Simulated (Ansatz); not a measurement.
# Relaxing random alloy of the bcc W-Ti line, x = 0.625 (64 atoms), part 2 of 2

Wanted: the relaxed structure of random alloy of the bcc W-Ti line, x = 0.625 (64 atoms) and its electronic structure.

Ansatz 0.2.0; Kohn-Sham DFT, PBE, PAW (set soft_2), plane waves.

The cell: 24 W and 40 Ti. The host structure and its lattice constant were typed by rule, without a check against the phase diagram. The levels lack spin–orbit coupling.

So far. Step 3 (Cell and atoms relaxed): The relaxation changed the energy by -37.0 meV/atom, and atoms moved by 0.098 Å r.m.s., 0.21 Å at most.

### Step 5. Single point at the relaxed geometry

The electronic structure is read at the final geometry, in a run of its own.

input.yaml

```yaml
crystal:
  lattice:
    - [12.79603, 0.00569, 0.00724]
    - [0.00569, 12.85632, 0.045]
    - [0.00362, 0.0225, 6.44991]
  atoms:
    - { symbol: W, position: [0.99746, 0.99839, 0.00101] }
    - { symbol: W, position: [0.12383, 0.11879, 0.24005] }
    - { symbol: Ti, position: [0.99888, 0.99947, 0.49119] }
    - { symbol: Ti, position: [0.12549, 0.12224, 0.7575] }
    [... 54 atom lines left out ...]
    - { symbol: W, position: [0.74835, 0.50546, 0.50058] }
    - { symbol: W, position: [0.87307, 0.62055, 0.74953] }
    - { symbol: Ti, position: [0.75239, 0.75166, 0.99946] }
    - { symbol: W, position: [0.8735, 0.87865, 0.24645] }
    - { symbol: Ti, position: [0.75294, 0.75129, 0.50225] }
    - { symbol: W, position: [0.87499, 0.8798, 0.75078] }
kpoints:
  mp_grid: { grid: [2, 2, 3] }
hamiltonian:
  xc: pbe
scf:
  occupations: { method: fermi_dirac, width: 0.1 }
output:
  forces: true
  stress: true
  populations: true
  dos:
    method: { smearing: { sigma: 0.08 } }
    de: 0.05
    projected: { site_lists: { Ti: [Ti], W: [W] } }
  eigenvalues: true
  write_density: true
  write_potential: true
  volumetric_format: npy
```

Command:

```console
ansatz run input.yaml --threads 4 --pin off --max-ram 15872MiB --backend cpu --events-out ev --progress --plain --runs-dir out
```

Numbers of over 12 decimals in the logs are rounded to 6 here.

Log:

```text
[...]
Crystal: 64 atoms, lattice volume = 1061.060 Å³
Basis set: ecut = 420 eV, 20715 PW (Γ), exchange–correlation on 180×180×90 points (8 copies of the dense FFT grid, shifted against one another)
Bands: 490, of which v1, the nominal top of the filled ones, is band 408 counted from 1 (407 counted from 0)
Symmetry: 1 space group operations
[...]
k-points: 8 of 12 (time reversal used)
[...]
SCF iter   1: F=—  HF=-349223.397360 eV  |F-HF|=—  |Δ(HF+E_count)|=         —  Δρ=1.01e-2  dr2=4.94e0  ethr=1.77e-3  ⟨swp⟩=8.2  Hψ=17028  notcnv=0
[...]
SCF iter   8: F=-349223.099584 eV  HF=-349223.099584 eV  |F-HF|=2.40e-8  |Δ(HF+E_count)|=   3.31e-8  Δρ=1.17e-6  dr2=2.66e-8  ethr=1.23e-11  ⟨swp⟩=14.6  Hψ=23243  notcnv=0
SCF 1 converged in 8 iterations: F = -349223.099584 eV  dr2 = 2.66e-8
[...]
SCF converged after 8 iterations
Free energy (F): -349223.099584 eV
[...]
Internal energy: -349219.970779 eV  (E = F + TS)
E sigma→0 (E₀):  -349221.535181 eV
Entropy (-TS):   -3.128805 eV (-48.888 meV/atom)
Fermi energy:    16.419833 eV
[...]
--- Forces (eV/Å), atoms counted from 1 ---
  atom   1  W      0.00659337     0.01335027     0.00322678
  atom   2  W     -0.01989279     0.00367353    -0.00596979
  atom   3  Ti     0.00473941     0.00988416     0.00389148
  atom   4  Ti    -0.00388700     0.00506543    -0.00056321
  atom   5  Ti     0.00514034    -0.00519318    -0.00193837
  atom   6  W      0.01139103     0.00351882    -0.00202690
  atom   7  Ti    -0.00121518    -0.00586510     0.00805698
  atom   8  Ti    -0.01132107    -0.00329191     0.00308339
  atom   9  Ti    -0.00353811    -0.00278432     0.00484917
  atom  10  Ti     0.00213045     0.00517415    -0.00761594
  atom  11  W     -0.00683363     0.00300854     0.00513829
  atom  12  Ti     0.00459865    -0.01045814     0.00324016
  atom  13  Ti    -0.00160400    -0.00460098     0.00352824
  atom  14  Ti     0.00235372    -0.00205565     0.00482326
[...]
atom  63  Ti     0.00606313     0.00112959    -0.00333964
  atom  64  W     -0.01762127    -0.00178020    -0.00038915
  max |Σ_I F_I| component: 3.89e-5 eV/Å
--- Stress (GPa, compression-positive) ---
        0.003841       0.000140      -0.006073
        0.000140       0.008002      -0.004369
       -0.006073      -0.004369       0.019969
  P = ⅓ Tr σ = 0.0106 GPa (0.106 kbar)
--- Band table (eV; the first three rows and the last of 8) ---
[...]
--- Löwdin populations: 64 sites ---
  site symbol       q [e]
     0      W     14.0180
     1      W     14.0857
     2     Ti     11.7491
[...]
63      W     14.0281
  spilling = 0.009367 (of n_electrons = 816.000000)
```

It took 7.9 min on 4 threads of Arm Neoverse V1, shared host; peak memory 8.7 GiB.

Read from the output:

```
free energy                             : -349223.0996 eV
free energy per atom                    : -5456.6109 eV/atom
SCF cycles                              : 8
pressure                                : 0.0106 GPa
r.m.s. force component                  : 0.00745 eV/Å
longest force                           : 0.02814 eV/Å
Fermi energy                            : 16.42 eV
levels partly filled by over 2 per cent : 293
spilling of the projection              : 0.009367
```

States in the cell by windows of 1 eV, zero at the Fermi level; the larger projections on atomic orbitals stand beside the total:

| from (eV) | to (eV) | total | Ti d | W d | Ti s | W s |
| --- | --- | --- | --- | --- | --- | --- |
| -14 | -8 | 0.0 | 0.0 | 0.0 | 0.0 | 0.0 |
| -8 | -7 | 0.6 | 0.0 | 0.0 | 0.3 | 0.3 |
| -7 | -6 | 4.6 | 0.1 | 0.1 | 1.9 | 2.4 |
| -6 | -5 | 7.3 | 0.3 | 0.5 | 2.8 | 3.5 |
| -5 | -4 | 16.9 | 1.7 | 4.1 | 5.3 | 5.3 |
| -4 | -3 | 46.1 | 9.0 | 23.4 | 8.4 | 4.6 |
| -3 | -2 | 57.3 | 18.0 | 28.7 | 7.5 | 1.9 |
| -2 | -1 | 77.2 | 32.1 | 38.8 | 2.9 | 1.1 |
| -1 | 0 | 96.1 | 57.5 | 27.0 | 3.9 | 1.8 |
| 0 | 1 | 67.0 | 47.0 | 10.6 | 2.6 | 1.3 |
| 1 | 2 | 47.7 | 35.8 | 9.2 | 0.5 | 0.3 |

The stored curve holds about 306 of the 816 electrons; the rest, give or take the few that broadening carries across the Fermi level, lie in deeper levels below its range.

The levels nearest the highest filled one (over half full), pooled over k-points and spins:

| level less the highest filled one (eV) | occupation |
| --- | --- |
| -0.0134 | 1.09 |
| -0.0123 | 1.08 |
| -0.0092 | 1.07 |
| -0.0084 | 1.06 |
| -0.0051 | 1.05 |
| 0 | 1.02 |
| 0.0084 | 0.98 |
| 0.0145 | 0.95 |
| 0.0147 | 0.949 |
| 0.0174 | 0.935 |
| 0.0197 | 0.924 |
| 0.0208 | 0.918 |

Electrostatic potential energy in the ab plane at fractional z = 0.001, with atoms of W and Ti within 0.2 Å of it. With pseudopotentials it is smooth inside the atoms' cores, unlike the true potential.

Values in eV, 13 rows by 16 columns, each cell a mean:
```
-22  11  15 -15 -21  11  15 -16 -24  10  15 -15 -24  10  14 -17
 16  17  17  17  16  17  17  16  16  18  18  17  16  18  18  16
 -3  16  17  -7 -19  10  16  -1  -8  12  17  -2  -8  13  15  -5
-13  14  16 -22 -38   3  16  -8 -16   9  16  -9 -15  10  13 -14
 15  18  18  14  11  17  17  16  14  17  18  16  15  18  18  15
  1  16  17   5   3  16  16  -6 -12  13  17  -1  -9  13  17   5
-19  10  14 -15 -18  11  13 -30 -38   6  14 -29 -41   4  15 -14
  9  17  18  10   9  17  17  11   9  17  18  10   6  17  18  12
 11  17  18  12  10  17  17  14  14  18  18  13  10  17  18  13
-18  10  14 -15 -18  11  14 -13 -16  12  16 -11 -19   8  15 -13
  0  15  17   4   2  16  16  -1  -3  15  17   5  -1  14  17   4
 15  17  17  15  14  17  17  15  14  18  18  15  14  18  18  15
-30  10  14 -25 -32   8  14 -22 -31   9  14 -22 -32   7  13 -25
```
Columns run along a (12.8 Å; values clipped at the 3rd and 97th percentile), rows up along b (12.9 Å). Atoms in or near the plane, at fractional coordinates: W at (0.00, 0.00), Ti at (0.00, 0.25), Ti at (0.00, 0.50), Ti at (0.99, 0.75), W at (0.25, 0.00), Ti at (0.25, 0.25), Ti at (0.25, 0.50), W at (0.26, 0.75), W at (0.50, 0.00), Ti at (0.50, 0.24), W at (0.50, 0.51), Ti at (0.50, 0.75), W at (0.75, 0.00), Ti at (0.76, 0.25) and more.

Valence density in the ab plane at fractional z = 0.001, with atoms of W and Ti within 0.2 Å of it. It is the smooth field of the valence electrons, not physical close to the nuclei.

Values in units of 1e0 e/Å³, 13 rows by 16 columns, each cell a mean:
```
2.7 0.4 0.3 2.1 2.6 0.4 0.3 2.2 2.8 0.5 0.3 2.1 2.8 0.5 0.3 2.3
0.2 0.2 0.2 0.3 0.3 0.3 0.2 0.3 0.3 0.2 0.2 0.2 0.3 0.3 0.3 0.3
2.0 0.2 0.2 1.5 2.5 0.5 0.2 1.7 3.1 0.3 0.2 1.8 3.0 0.3 0.3 2.3
3.9 0.2 0.3 2.6 4.0 0.8 0.2 2.8 5.1 0.4 0.2 3.0 4.9 0.4 0.3 4.5
0.2 0.2 0.2 0.3 0.4 0.3 0.3 0.3 0.3 0.2 0.2 0.2 0.2 0.2 0.2 0.3
1.3 0.2 0.2 0.9 1.1 0.2 0.3 1.4 1.9 0.4 0.3 1.1 1.6 0.4 0.2 0.9
6.1 0.4 0.2 4.7 5.8 0.3 0.3 3.3 4.1 0.6 0.3 3.2 4.3 0.7 0.2 4.1
0.4 0.2 0.2 0.4 0.5 0.2 0.2 0.4 0.5 0.2 0.2 0.5 0.6 0.2 0.2 0.3
0.4 0.2 0.2 0.3 0.4 0.2 0.2 0.3 0.2 0.2 0.2 0.3 0.4 0.2 0.2 0.3
5.9 0.4 0.2 4.5 5.5 0.3 0.2 4.0 4.9 0.3 0.2 3.4 6.4 0.5 0.2 3.8
1.4 0.3 0.2 1.0 1.2 0.2 0.2 1.6 2.0 0.2 0.2 0.9 1.7 0.3 0.2 0.9
0.3 0.3 0.3 0.3 0.3 0.3 0.2 0.3 0.3 0.2 0.2 0.3 0.3 0.2 0.2 0.3
3.3 0.5 0.3 2.8 3.4 0.5 0.3 2.6 3.3 0.5 0.3 2.6 3.4 0.6 0.3 2.8
```
Columns run along a (12.8 Å), rows up along b (12.9 Å). Atoms in or near the plane, at fractional coordinates: W at (0.00, 0.00), Ti at (0.00, 0.25), Ti at (0.00, 0.50), Ti at (0.99, 0.75), W at (0.25, 0.00), Ti at (0.25, 0.25), Ti at (0.25, 0.50), W at (0.26, 0.75), W at (0.50, 0.00), Ti at (0.50, 0.24), W at (0.50, 0.51), Ti at (0.50, 0.75), W at (0.75, 0.00), Ti at (0.76, 0.25) and more.

Within 0.4 eV of the Fermi level the largest share is Ti d (71 % of the projected weight).

The surroundings of Ti34, picked at random, nearest first, numbered as they follow in the input and with coordinates relative to it.

| atom | x | y | z | distance (Å) |
| --- | --- | --- | --- | --- |
| Ti34 | 0.00 | 0.00 | 0.00 | 0.00 |
| W51 | 1.59 | -1.59 | 1.59 | 2.75 |
| Ti37 | -1.69 | 1.55 | -1.54 | 2.76 |
| W49 | 1.58 | -1.55 | -1.66 | 2.77 |
| W55 | 1.57 | 1.66 | 1.57 | 2.77 |
| Ti35 | -1.70 | -1.56 | 1.56 | 2.78 |
| W33 | -1.64 | -1.57 | -1.64 | 2.80 |
| Ti53 | 1.63 | 1.65 | -1.59 | 2.81 |
| Ti39 | -1.75 | 1.64 | 1.51 | 2.83 |

### Step 6. K-mesh 2×2×5

Large cells are often run on few k-points; this run checks whether the reference had enough.

input.yaml, as its differences from that of step 5:

```diff
@@ -8,3 +8,3 @@
 kpoints:
-  mp_grid: { grid: [2, 2, 3] }
+  mp_grid: { grid: [2, 2, 5] }
 hamiltonian:
@@ -22,4 +22 @@
   eigenvalues: true
-  write_density: true
-  write_potential: true
-  volumetric_format: npy
```

Log:

```text
[...]
Crystal: 64 atoms, lattice volume = 1061.060 Å³
Basis set: ecut = 420 eV, 20715 PW (Γ), exchange–correlation on 180×180×90 points (8 copies of the dense FFT grid, shifted against one another)
Bands: 490, of which v1, the nominal top of the filled ones, is band 408 counted from 1 (407 counted from 0)
Symmetry: 1 space group operations
[...]
k-points: 12 of 20 (time reversal used)
[...]
SCF iter   1: F=—  HF=-349223.382783 eV  |F-HF|=—  |Δ(HF+E_count)|=         —  Δρ=9.97e-3  dr2=4.83e0  ethr=1.77e-3  ⟨swp⟩=7.7  Hψ=24654  notcnv=0
[...]
SCF iter   7: F=—  HF=-349223.094821 eV  |F-HF|=—  |Δ(HF+E_count)|=   1.01e-6  Δρ=5.47e-6  dr2=5.17e-7  ethr=8.70e-10  ⟨swp⟩=2.0  Hψ=7574  notcnv=0
SCF iter   8: F=-349223.094821 eV  HF=-349223.094821 eV  |F-HF|=4.04e-8  |Δ(HF+E_count)|=   4.31e-8  Δρ=1.51e-6  dr2=4.54e-8  ethr=1.23e-11  ⟨swp⟩=10.7  Hψ=19217  notcnv=0
SCF 1 converged in 8 iterations: F = -349223.094821 eV  dr2 = 4.54e-8
[...]
SCF converged after 8 iterations
Free energy (F): -349223.094821 eV
[...]
Internal energy: -349219.939903 eV  (E = F + TS)
E sigma→0 (E₀):  -349221.517362 eV
Entropy (-TS):   -3.154918 eV (-49.296 meV/atom)
Fermi energy:    16.423627 eV
[...]
Σ components = -349223.094821   (vs F -349223.094821, Δ=0.00e0)
--- Forces (eV/Å), atoms counted from 1 ---
  atom   1  W     -0.00520165     0.01768135     0.00501150
  atom   2  W     -0.01542473     0.01359177     0.01155340
  atom   3  Ti     0.00890040    -0.00252233     0.00885083
  atom   4  Ti     0.00381096     0.00980643    -0.01564508
[...]
atom  64  W     -0.01764059     0.01245165     0.00083812
  max |Σ_I F_I| component: 4.64e-5 eV/Å
--- Stress (GPa, compression-positive) ---
        0.104858      -0.009812      -0.010198
       -0.009812       0.072215       0.003261
       -0.010198       0.003261      -0.133008
  P = ⅓ Tr σ = 0.0147 GPa (0.147 kbar)
--- Band table (eV; the first three rows and the last of 12) ---
[...]
--- Löwdin populations: 64 sites ---
  site symbol       q [e]
     0      W     14.0178
     1      W     14.0848
     2     Ti     11.7506
[...]
63      W     14.0264
  spilling = 0.009316 (of n_electrons = 816.000000)
```

Wall time 11 min (4 threads); peak memory 9.8 GiB.

Geometry and reference: those of the single point at the relaxed geometry.

Forces differ from those of the single point at the relaxed geometry by 9.7 meV/Å r.m.s.; the energy by +0.074 meV/atom. It took 11 min and 8 cycles; the reference's time can't be set against it, since the two runs asked for unlike analyses.

### Step 7. Results

* energy change in the relaxation: -37.05 meV/atom
* r.m.s. displacement: 0.098 Å
* largest displacement: 0.213 Å
* free energy per atom: -5456.6109 eV/atom
* density: 9.901 g/cm³
* pressure: 0.0106 GPa
* r.m.s. force component: 0.00745 eV/Å
* wall time of the 4 DFT runs: 52 min

What this shows: Relaxation lowers the energy by 37.0 meV/atom and moves atoms by 0.098 Å r.m.s.; the r.m.s. force component goes from 0.45 to 0.0075 eV/Å. Displacements are taken in the final cell, so they leave out its strain. The cell shrank by 1.2 % in volume. First to last step the energy falls by 2.371 eV, across changes of basis; the largest move, 0.21 Å, is that of Ti24. 293 levels are partly filled, by over 2 % (on the run's k-points), as in a metal.

[Logs are printed without paths, hosts, clocks, repeated set-up lines and the standing remarks that a program may print on its own settings, such as how far it seeks lower states.]

[Hosts, paths, dates, database ids (printed as entryN), source tags and the programs' standing remarks are cut or masked in the printed files.]
